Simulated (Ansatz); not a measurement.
# Is SnMoPt in the AlB2 type a stable metal?, part 2 of 3

The plan: relax SnMoPt in the AlB2 type, check its phonons, and, if the lattice is stable, compute its Eliashberg function and ρ(T).

Ansatz 0.2.0; DFT PBEsol, scalar-relativistic, plane waves, PAW; PAW set soft_1.

So far. Step 2 (Rough relaxation): The largest force is now zero by symmetry and the largest stress component 0.035 GPa. Step 3 (Relaxation): The largest force is now zero by symmetry and the largest stress component 6.2e-4 GPa. The relaxed cell has a = 4.515, c = 2.892 Å (conventional setting).

The structure was built from a prototype and need not be the compound's stable phase.

### 4. Tight relaxation

No force is left; the cell is relaxed once more with another smearing and tight thresholds.

Input file input.yaml:

```yaml
crystal:
  lattice:
    - [4.5148670052, 0.0, 0.0]
    - [-2.2574335026, 3.9099895212, 0.0]
    - [0.0, 0.0, 2.8917935037]
  atoms:
    - { symbol: Mo, position: [0.0, 0.0, 0.0] }
    - { symbol: Sn, position: [0.3333333333, 0.6666666667, 0.5] }
    - { symbol: Pt, position: [0.6666666667, 0.3333333333, 0.5] }
kpoints:
  mp_grid: { grid: [9, 9, 10] }
hamiltonian:
  xc: pbesol
  pseudopotentials: { kind: paw, azcp: { folder: soft_1 }, xc_functional: pbe }
scf:
  occupations: { method: methfessel_paxton, width: 0.2 }
output:
  forces: true
  stress: true
  eigenvalues: true
relax:
  adjacent_minimum: "off"
  f_tol: 0.001
  max_steps: 60
  cell: { stress_tol: 0.01 }
```

Launch:

```sh
$ ansatz run input.yaml --threads 4 --pin off --max-ram 12288MiB --backend cpu --events-out ev --progress --plain --runs-dir out
```

Numbers of over 12 decimals in the logs are rounded to 6 here.

The program printed:

```text
[the first part of the log is left out]
  E_paw        = -16798.290575  (= ΣΔE_a)
  E_vpaw       = -807.349526  (= ΣTr[D̂ρ^β])
  E_aug_tail   = 0.001442  (compensation charges beyond the density's cutoff)
  E_ewald      = -5726.759610
  E_core_change = 0.781171  (= ΣΔE_core)
  E_smearing   = -0.010714  (= −TS)
  E_closure    = 0.000000  (closes the sum)
  Σ components = -23232.436223   (vs F -23232.436223, Δ=0.00e0)
[...]
--- Stress (GPa, compression-positive) ---
        0.000004       0.000000       0.000000
        0.000000       0.000004       0.000000
        0.000000       0.000000       0.000100
  P = ⅓ Tr σ = 0.0000 GPa (0.000 kbar)
--- Band table (eV; the first three rows and the last of 72) ---
[...]
--- Relaxed structure (5 steps of the walk, 4 accepted, 1 SCFs on fresh bases) ---
[...]
cell:  # Å, volume = 51.0362 Å³
    - [4.515398, 0, 0]
    - [-2.257699, 3.910449, 0]
    - [0, 0, 2.890383]
  atoms:
    - { symbol: Mo, position: [0, 0, 0] }
    - { symbol: Sn, position: [0.333333, 0.666667, 0.500000] }
    - { symbol: Pt, position: [0.666667, 0.333333, 0.500000] }
```

Run time: 13 s. Hardware: 4 threads of Arm Neoverse V2, shared host; peak memory 0.47 GiB; 49 s of CPU time.

Little changed from the start: no atom moved by 0.005 Å and no cell edge by 0.1 %.

This step gave:

```yaml
pressure: 3.57e-5 GPa
volume_per_atom: 17.01 Å³/atom
```

The largest force is now zero by symmetry and the largest stress component 1.0e-4 GPa, small enough for phonons.

### 5. Phonons by linear response: q 2×2×2, k 4×4×6

Before any scattering is computed, the phonons show whether the structure is a minimum.

Input file input.yaml:

```yaml
crystal:
  lattice:
    - [4.5153980866, 0.0, 0.0]
    - [-2.2576990433, 3.9104494512, 0.0]
    - [0.0, 0.0, 2.8903834709]
  atoms:
    - { symbol: Mo, position: [0.0, 0.0, 0.0] }
    - { symbol: Sn, position: [0.3333333333, 0.6666666667, 0.5] }
    - { symbol: Pt, position: [0.6666666667, 0.3333333333, 0.5] }
kpoints:
  mp_grid: { grid: [4, 4, 6] }
hamiltonian:
  xc: pbesol
  pseudopotentials: { kind: paw, azcp: { folder: soft_1 }, xc_functional: pbe }
scf:
  occupations: { method: methfessel_paxton, width: 0.2 }
output:
  eigenvalues: true
phonons:
  method: dfpt
  qmesh: [2, 2, 2]
  temperatures: { t_max: 1000, t_step: 50 }
  qpath:
    path:
      - [[0.0, 0.0, 0.0], [0.5, 0.0, 0.0], [0.33333333, 0.33333333, 0.0], [0.0, 0.0, 0.0], [0.0, 0.0, 0.5], [0.5, 0.0, 0.5], [0.33333333, 0.33333333, 0.5], [0.0, 0.0, 0.5]]
      - [[0.5, 0.0, 0.5], [0.5, 0.0, 0.0]]
      - [[0.33333333, 0.33333333, 0.5], [0.33333333, 0.33333333, 0.0]]
    npoints: 10
```

The program printed:

```text
Warning: phonons: the dynamical matrix that this run interpolates holds no multipole term above the dipole-dipole one, and a site of this crystal is no centre of inversion, so its interpolated transverse optical and acoustic branches and sound speeds can stay off near Gamma, and the density of states and the thermodynamics with them. What a run solves at a wave vector of phonons.qpoints, Gamma apart, where the deck admits one, is free of this, and under fd what a larger phonons.supercell samples
[...]
Crystal: 3 atoms, lattice volume = 51.036 Å³
Basis set: ecut = 420 eV, 987 PW (Γ), exchange–correlation on 64×64×40 points (8 copies of the dense FFT grid, shifted against one another)
Bands: 28, of which v1, the nominal top of the filled ones, is band 23 counted from 1 (22 counted from 0)
Symmetry: 12 space group operations
k-points: 16 of 96 (time reversal used)
[...]
SCF iter   1: F=—  HF=-23234.514382 eV  |F-HF|=—  |Δ(HF+E_count)|=         —  Δρ=1.11e-1  dr2=9.08e0  ethr=3.10e-3  ⟨swp⟩=5.2  Hψ=1715  notcnv=0
[...]
SCF iter  11: F=-23232.445867 eV  HF=-23232.445867 eV  |F-HF|=3.64e-12  |Δ(HF+E_count)|=  7.28e-12  S|Δr|=    0.00e0  Δρ=3.32e-8  dr2=7.71e-13  ethr=1.00e-12  ⟨swp⟩=6.1  Hψ=1902  notcnv=0
SCF 1 converged in 11 iterations: F = -23232.445867 eV  dr2 = 7.71e-13
[...]
SCF iter   7: F=-23232.445867 eV  HF=-23232.445867 eV  |F-HF|=0.00e0  |Δ(HF+E_count)|=  7.28e-12  S|Δr|=    0.00e0  Δρ=2.99e-8  dr2=4.03e-13  ethr=1.00e-12  ⟨swp⟩=2.0  Hψ=879  notcnv=0
SCF 2 converged in 7 iterations: F = -23232.445867 eV  dr2 = 4.03e-13
phonons: the bands overlap, so this run is a metal and interpolates without the dipole-dipole term. If the crystal is really an insulator or semiconductor, its LO-TO splitting is missing
NSCF: frozen V_eff on 16 k-points
[...]
DFPT response loops at q = (0, 0, 0) (fractional): preconditioner auto → Kerker (q_TF=auto, 2.681 Å⁻¹) (partly filled bands, converged f_vac=0.000); β = 1.00, the filter's whole step (`scf.mixing.beta` (0.50) is not read by the response loops under this deck's `scf.mixing.preconditioner`; to damp them name `kerker` or `kerker_dos`, under which they read `scf.mixing.beta`, and type it under 1.00, their step now; both keys bind the ground state too); Broyden in place of MSR1
[...]
SCF converged after 11 iterations
Stability not checked: this state was not tested for a lower state beside it, because cold or Methfessel-Paxton smearing, or corrected tetrahedra, fill the levels in a way that the test cannot read (fill_not_monotonic; see scf.lower_state_search)
Free energy (F): -23232.445867 eV
[...]
Internal energy: -23232.431186 eV  (E = F + TS)
E sigma→0 (E₀):  -23232.442197 eV
Entropy (-TS):   -0.014681 eV (-4.894 meV/atom)
Fermi energy:    19.618861 eV
[...]
--- Band table (eV; the first three rows and the last of 16) ---
  k-point 0: bands = [... 19 lower, 17.0341, 17.1183, 17.1183, 20.3828, 20.6841, 20.6841, 23.5374, 23.5374, ... 1 higher]
  k-point 1: bands = [... 19 lower, 17.5367, 17.9451, 17.9451, 20.0548, 20.0548, 20.5964, 23.1773, 24.6553, ... 1 higher]
  k-point 2: bands = [... 19 lower, 18.7111, 18.7111, 18.9690, 19.6954, 19.6954, 21.2799, 21.6435, 23.8738, ... 1 higher]
  k-point 15: bands = [... 19 lower, 16.8016, 17.5990, 18.0323, 19.4499, 19.9526, 21.5772, 21.8972, 22.5341, ... 1 higher]
--- Phonons (Γ-DFPT): 6 representative perturbations + reference (Σ response iterations 18) ---
  ASR residual: 4.378e-5 → 0.000e0 eV/Å²; symmetrization residual: 2.287e-5 eV/Å²
  ASR residual per site (eV/Å²): 2.30e-5 3.21e-5 4.38e-5
  Γ frequencies (cm⁻¹): 0.00 0.00 0.00 37.64 121.05 135.82 135.82 216.12 216.12
--- Phonons (arbitrary-q DFPT): 4 irreducible q on the 2×2×2 mesh ---
  q = [0.0000, 0.0000, 0.0000] (star 1, of the zone-centre solve; hermiticity 3.19e-6, symmetrization 2.17e-12): -0.00 -0.00 0.00 37.64 121.05 135.82 135.82 216.12 216.12
  q = [0.0000, 0.0000, -0.5000] (star 1, 6 solved perturbations in 132 linear systems a pass and spin channel, the states on 28 of 96 k-point pairs; hermiticity 1.61e-6, symmetrization 3.41e-7): 40.85 52.92 77.97 77.97 78.30 78.30 196.01 199.75 199.75
  q = [0.0000, -0.5000, 0.0000] (star 3, 9 solved perturbations on 28 of 96 k-point pairs; hermiticity 2.29e-5, symmetrization 1.20e-5): 26.99 35.94 65.60 78.85 83.13 98.30 127.91 197.97 219.19
[...]
sum rule: each row above includes the acoustic sum rule's correction from the zone centre's row sums; it moved no ω² by more than (0.27 cm⁻¹)²
  mesh force constants: q→R imaginary residual 1.61e-17; ASR residual 4.378e-5 → 0.000e0 eV/Å²; symmetrization residual 1.421e-14 eV/Å²
  interpolated dispersion: 93 rows × 9 modes
  density of states and harmonic sums: on the 16×16×22 q-mesh, interpolated from the force constants of a 2×2×2 supercell (no non-analytic term)
  largest difference from the sums on the solved wave vectors: F 2.91e-2 eV, S 4.32e-5 and C_V 1.41e-5 eV/K
  zero-point energy: 0.061381 eV/cell   skipped modes (ω ≤ 0): 203, of them read as no rigid motion or as one in doubt: 200 (5.865e-1 modes/cell left out, lowest -67.86 cm⁻¹)   left out of the sums: 6.52e-2 of the cell's modes: C_V's classical limit lies that fraction below 3 k_B per atom; for a crystal, a wire or a layer, F and S can be off by more, and a phonons.interpolated_qmesh denser along its periods is the remedy for the sampling
```

It took 28 s on 4 threads; peak memory 0.56 GiB; 1.8 min of CPU time.

This step gave:

```
share of imaginary modes in the plain interpolation between solved wavevectors : 0.0643
highest frequency, solved or plainly interpolated                              : 219.2 cm⁻¹
```

Solved on the 2×2×2 mesh alone; all other wavevectors are interpolated. Phonon branches along the path, in cm⁻¹:

| point | branch 1 | branch 2 | branch 3 | branch 4 | branch 5 | branch 6 | branch 7 | branch 8 | branch 9 |
| --- | --- | --- | --- | --- | --- | --- | --- | --- | --- |
| Γ | 0 | 0 | 0 | 38 | 121 | 136 | 136 | 216 | 216 |
| halfway | 17 | 30 | 43 | 82 | 112 | 113 | 116 | 208 | 218 |
| M | 27 | 36 | 66 | 79 | 83 | 98 | 128 | 198 | 219 |
| halfway | 2 | 37 | 64 | 79 | 82 | 96 | 132 | 197 | 218 |
| K | -31 | 46 | 63 | 76 | 82 | 92 | 137 | 197 | 218 |
| halfway | 8 | 37 | 42 | 92 | 105 | 110 | 113 | 206 | 218 |
| Γ | 0 | 0 | 0 | 38 | 121 | 136 | 136 | 216 | 216 |
| halfway | 33 | 39 | 39 | 82 | 118 | 118 | 147 | 208 | 208 |
| A | 41 | 53 | 78 | 78 | 78 | 78 | 196 | 200 | 200 |
| halfway | -59 | 59 | 62 | 84 | 110 | 118 | 192 | 194 | 204 |
| L | -67 | 40 | 69 | 90 | 118 | 142 | 188 | 190 | 207 |
| halfway | -68 | 47 | 68 | 103 | 119 | 138 | 180 | 190 | 212 |
| H | -68 | 52 | 68 | 119 | 121 | 130 | 172 | 189 | 215 |
| halfway | -63 | 59 | 60 | 90 | 113 | 122 | 190 | 191 | 206 |
| A | 41 | 53 | 78 | 78 | 78 | 78 | 196 | 200 | 200 |
| jump to L | -67 | 40 | 69 | 90 | 118 | 142 | 188 | 190 | 207 |
| halfway | 26 | 38 | 67 | 86 | 102 | 128 | 146 | 194 | 213 |
| M | 27 | 36 | 66 | 79 | 83 | 98 | 128 | 198 | 219 |
| jump to H | -68 | 52 | 68 | 119 | 121 | 130 | 172 | 189 | 215 |
| halfway | -33 | 61 | 63 | 94 | 104 | 127 | 145 | 187 | 216 |
| K | -31 | 46 | 63 | 76 | 82 | 92 | 137 | 197 | 218 |

The phonon branches as a text plot (rows in cm⁻¹):

```
    213 |********************          ******    ****************
    201 |   **********       **********      ****    ****       *
    189 |                      ** ************** ****    *  ****
    177 |                     *         *****     **     ***
    165 |                    *                      *      *
    153 |                                                   *
    141 |        **                  ****        *** *       ****
    129 |**   ***  **  ******       *    ****       * *******
    118 |*****       *******        ***********  *** *   * ***
    106 |   **      **       **    *    *  ** *     * *   *** *
     94 |   **********         *  *  ***     * * *** ****    ****
     82 |    ******** *    **   *****         ***   *****     ***
     70 |  *  ***            ** * ** ******** ** ****** ****** *
     58 | *  *   ****     *   *******     * *****        ********
     46 |   *    ***** * *   *  *    ***** *     **  ***
     34 |********    ****  ***** *              *  ******
     22 |**** *        *****
     10 |***         *****
     -2 |*      *       *
    -14 |           *
    -26 |        ***                           *    *        ****
    -38 |                         *                         *
    -50 |                          *               *       *
    -62 |                           ***********  **      **
         Γ    M   K      Γ       A    L   H     A|L     M|H     K
```

Lowest modes at the softest wavevector of the mesh. The modes at q = (0.500, 0.000, 0.500) (shares of kinetic energy by element, %) (negative means imaginary):

| mode | frequency (cm⁻¹) | Mo % | Sn % | Pt % |
| --- | --- | --- | --- | --- |
| 1 | -67.3 | 85 | 2 | 14 |
| 2 | 40.3 | 0 | 33 | 67 |
| 3 | 69.4 | 5 | 0 | 94 |
| 4 | 90.2 | 100 | 0 | 0 |
| 5 | 117.5 | 7 | 21 | 71 |
| 6 | 142.2 | 86 | 8 | 6 |

Displacements in mode 1 (-67.3 cm⁻¹), the largest set to 1, in the home cell:
```
Mo1 0.00 0.00 1.00
Sn2 0.11 0.07 0.00
Pt3 0.24 0.14 0.00
```

Displacements in mode 5 (117.5 cm⁻¹), the largest set to 1, in the home cell:
```
Mo1  0.00  0.00  0.53
Sn2  0.70  0.41  0.00
Pt3 -1.00 -0.58  0.00
```

Among the solved wavevectors the lowest mode, translations apart, is -67.3 cm⁻¹, imaginary.

[end of part 2 of 3]

[Logs are printed without paths, hosts, clocks, repeated set-up lines and the standing remarks that a program may print on its own settings, such as how far it seeks lower states.]

[Hosts, paths, dates, database ids (printed as entryN), source tags and the programs' standing remarks are cut or masked in the printed files.]
